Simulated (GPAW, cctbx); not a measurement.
# Reading charge transfer from structure factors

ZnSb2Pt6, P-62m (no. 189), a = 7.1028 Å, b = 7.1028 Å, c = 3.5239 Å, α = 90.00°, β = 90.00°, γ = 120.00°.

| atom | mult. | x | y | z |
| --- | --- | --- | --- | --- |
| Pt1 | 3 | 0.3735 | 0.3735 | 0 |
| Pt2 | 3 | 0.7283 | 0.7283 | 1/2 |
| Sb1 | 2 | 2/3 | 1/3 | 1/2 |
| Zn1 | 1 | 0 | 0 | 0 |

The cell comes from substitution in a known structure type and wasn't matched to any measured phase.

Absolute values of the static structure factors of the conventional cell from DFT (PBE, GPAW) against free spherical atoms, in electrons:

```csv
hkl,d (Å),free atoms,crystal
100,6.151,4.84,4.87
110,3.551,73.78,73.91
001,3.524,62.77,62.69
200,3.076,15.09,15.08
101,3.058,9.34,9.35
111,2.501,317.71,317.23
210,2.325,180.71,180.36
201,2.317,186.40,185.98
300,2.050,366.03,365.27
211,1.941,111.33,111.07
```

**Question.** Which way does charge move, and which reflections show it best?

Project each element's phase sum on the total phase. At low angle |F| should rise if density moves to atoms that scatter in phase and fall if it moves to atoms that scatter against it.

| hkl | Pt in phase | Sb in phase | Zn in phase | change (e) | (%) |
| --- | --- | --- | --- | --- | --- |
| 100 | +0.3 | -1.0 | +1.0 | +0.03 | +0.6 |
| 110 | +2.6 | -2.0 | -1.0 | +0.13 | +0.2 |
| 001 | 0.0 | +2.0 | -1.0 | -0.09 | -0.1 |
| 200 | 0.0 | +1.0 | -1.0 | -0.01 | -0.1 |
| 101 | +1.1 | -1.0 | -1.0 | +0.01 | +0.1 |
| 111 | +4.6 | +0.4 | -0.2 | -0.48 | -0.2 |
| 210 | +2.7 | +0.3 | -0.3 | -0.35 | -0.2 |
| 201 | +1.9 | +1.0 | +1.0 | -0.41 | -0.2 |

Low-angle reflections that set elements apart and change by more than 0.05 e: 110, 001, 111 and 210. The real-space density gives Voronoi charges Pt -0.03, Sb +0.10, Zn -0.01 e. The signs that these charges predict hold for 110 and 001 and fail for 111 and 210, so the simple rule can't give the direction here. The reflections see the density near the nuclei and the atoms' change of size and shape; Voronoi cells count what crosses the midplanes.

[Outputs are excerpts: Python notices, other lines and further rows are left out; steps that failed or that the build refused (PBEsol, TPSS) are not shown.]

[Logs are printed without paths, hosts, clocks, repeated set-up lines and the standing remarks that a program may print on its own settings, such as how far it seeks lower states.]
